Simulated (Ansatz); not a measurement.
# 3-layer 1T-NiSeTe (AA) in a perpendicular field, part 3 of 3

What dipole does a perpendicular field induce in the 3-layer 1T-NiSeTe (AA)? A positive field points along +c.

Ansatz 0.2.0; plane-wave DFT, PBEsol-D3(BJ), Ansatz PAW.

So far. Step 6 (Single point, field 0.5 V/Å): The dipole is 0.430 e·Å, 0.467 e·Å from its value without field. Step 7 (Atoms held, field -0.3 V/Å): The dipole is -0.318 e·Å, -0.280 e·Å from its value without field.

**8. Response, atoms held**

This step: plane-wave DFT, PBEsol-D3(BJ), Ansatz PAW; response to a field along the normal, atoms held (Ansatz 0.2.0).

The dipoles give the slope, and the difference of two potentials shows where the field is screened.

This step gave:

```yaml
equivalent_conductor_thickness_p_eps_0ae: 14.83 Å
distance_between_the_outer_atoms: 12.18 Å
```

Table of dipole of the cell by applied field:

```csv
applied field (V/Å),dipole of the cell (e·Å)
-0.300,-0.318
-0.100,-0.131
0.000,-0.0378
0.100,0.0556
0.500,0.430
```

Local field over the applied field, running mean. From the potentials at -0.1 and 0.1 V/Å; running mean over 2.5 Å. The local field over applied field by z:

```csv
z (Å),local field over applied field
5,0.989
6,0.928
7,0.693
8,0.344
9,0.0776
10,0.00742
11,0.00124
12,0.00198
13,0.00205
14,0.00125
15,0.00207
16,3.9e-5
17,-7.4e-4
18,0.00121
19,0.00120
20,0.00924
21,0.0881
22,0.373
23,0.724
24,0.942
25,0.992
```

Electrons, planar mean, per unit field. The induced electron density by z:

z (Å), induced electron density (e/Å³ per V/Å) and a bar from the least value:
```
        5    0.00005 ################
        6    0.00036 #################
        7    0.00194 #########################
        8    0.00296 ##############################
        9    0.00042 ##################
       10   -0.00021 ###############
       11    0.00012 ################
       12   -0.00006 ###############
       13    0.00003 ################
       14   -0.00005 ###############
       15   -0.00001 ################
       16   -0.00002 ################
       17    0.00005 ################
       18   -0.00003 ################
       19   -0.00004 ################
       20   -0.00007 ###############
       21   -0.00047 #############
       22   -0.00324 
       23   -0.00173 #######
       24   -0.00028 ##############
       25   -0.00004 ###############
```

By hand: between -0.1 and 0.1 V/Å the dipole changes by 0.1867 e·Å, a slope of 0.9336 e·Å²/V. A perfect conductor of thickness t has p = ε₀AEt, so t = 180.95 × 0.9336 / 11.394 = 14.83 Å (e/ε₀ = 180.95 V·Å, A in Å²).

The induced dipole is that of a conductor 14.83 Å thick.

**9. Varying the input**

This step: plane-wave DFT, PBEsol-D3(BJ), Ansatz PAW (Ansatz 0.2.0).

A run with a changed input: it repeats the earlier run at 0.1 V/Å with total_charge to -1.

input.yaml reads:

```yaml
crystal:
  lattice:
    - [3.6271622374, 0.0, 0.0]
    - [-1.8135811187, 3.1412146412, 0.0]
    - [0.0, 0.0, 30.1790058169]
  atoms:
    - { symbol: Te, position: [0.6666666667, 0.3333333333, 0.2982205595] }
    - { symbol: Ni, position: [0.0, 0.0, 0.3449259096] }
    - { symbol: Se, position: [0.3333333333, 0.6666666667, 0.3833175202] }
    - { symbol: Te, position: [0.6666666667, 0.3333333333, 0.4590229594] }
    - { symbol: Ni, position: [0.0, 0.0, 0.5047320549] }
    - { symbol: Se, position: [0.3333333333, 0.6666666667, 0.5428729352] }
    - { symbol: Te, position: [0.6666666667, 0.3333333333, 0.619282183] }
    - { symbol: Ni, position: [0.0, 0.0, 0.663764062] }
    - { symbol: Se, position: [0.3333333333, 0.6666666667, 0.7017794405] }
kpoints:
  mp_grid: { grid: [18, 18, 1] }
  band_path:
    path: [[0, 0, 0], [0.5, 0, 0], [0.33333333, 0.33333333, 0], [0, 0, 0]]
    npoints: 16
hamiltonian:
  xc: pbesol
  dispersion: d3bj
scf:
  occupations: { method: fermi_dirac, width: 0.02585 }
  convergence: { dr2_threshold: 1.0e-10 }
efield:
  axis: 3
  dipole_correction: true
  ramp_position: 0.9636
  ramp_width: 0.0669
  amplitude: 0.1
output:
  write_potential: true
  write_density: true
  volumetric_format: npy
total_charge: -1
```

On the command line:

```sh
ansatz run input.yaml --threads 4 --pin off --max-ram 12288MiB --backend cpu --events-out ev --progress --plain --runs-dir out
```

Output:

```text
Error: efield: with total_charge ≠ 0 without external_charges — the saw-weighted dipole of a charged cell depends on the ramp position (the isolated-slab reference a dipole correction restores does not exist for a charged slab), so the field energy is ill-defined under the jellium convention; neutralise the cell or drop the efield: block, which crystal.periodic lets a charged slab do
```

It took 0.02 s on 4 threads of Arm Neoverse V1, shared host; peak memory 0.031 GiB.

The input was rejected at the start.

The program's message: “Error: efield: with total_charge ≠ 0 without external_charges — the saw-weighted dipole of a charged cell depends on the ramp position (the isolated-slab reference a dipole correction restores does no …”

**10. A changed input**

An input spoilt on purpose, to show how the run answers: it repeats the earlier run at 0.1 V/Å with crystal.atoms[0].spin to 2.0, and scf.max_iter set to 50.

Changes to input.yaml since step 9:

```diff
@@ -6,3 +6,3 @@
   atoms:
-    - { symbol: Te, position: [0.6666666667, 0.3333333333, 0.2982205595] }
+    - { symbol: Te, position: [0.6666666667, 0.3333333333, 0.2982205595], spin: 2.0 }
     - { symbol: Ni, position: [0.0, 0.0, 0.3449259096] }
@@ -26,2 +26,3 @@
   convergence: { dr2_threshold: 1.0e-10 }
+  max_iter: 50
 efield:
@@ -36,2 +37 @@
   volumetric_format: npy
-total_charge: -1
```

Output:

```text
Error: inconsistent input (magnetization.spin_polarized): false but per-atom `spin:`, `per_species`, `initial_magnetization`, `magnetic_field`, or `spin_locking` is set
```

It took 0.02 s on 4 threads; peak memory 0.027 GiB.

The input was rejected at the start.

The program's message: “Error: inconsistent input (magnetization.spin_polarized): false but per-atom `spin:`, `per_species`, `initial_magnetization`, `magnetic_field`, or `spin_locking` is set”

The fault put into the input: a moment without spin polarisation.

**11. Outcome**

- gap without field: none
- work function, upper face: 5.14 eV
- step between the vacuum levels: 0.600 eV
- equivalent conductor thickness, atoms held: 14.8 Å

The induced dipole equals that of a perfect conductor 14.83 Å thick, while the outer atoms lie 12.18 Å apart. The two faces differ: the vacuum level above lies 0.60 eV higher than the one below. There is no gap over 0.03 eV, with or without the field. The main runs have no spin polarisation; a magnetic state could lie lower and would change these results. Spin-orbit coupling is left out, which matters for the bands of elements this heavy. With this functional, D3(BJ) tends to leave the relaxed cell short of measured lattice constants, by some per cent. After relaxation neighbouring layers come as close as 2.3 Å along the normal, so they are bonded in part and no longer a van der Waals stack.

[Logs are printed without paths, hosts, clocks, repeated set-up lines and the standing remarks that a program may print on its own settings, such as how far it seeks lower states.]

[Hosts, paths, dates, database ids (printed as entryN), source tags and the programs' standing remarks are cut or masked in the printed files.]

[Maps of the electrostatic potential energy from Ansatz leave out the sawtooth potential of an applied field or a dipole correction, so their vacuum need not be flat; planar profiles and work functions include it.]
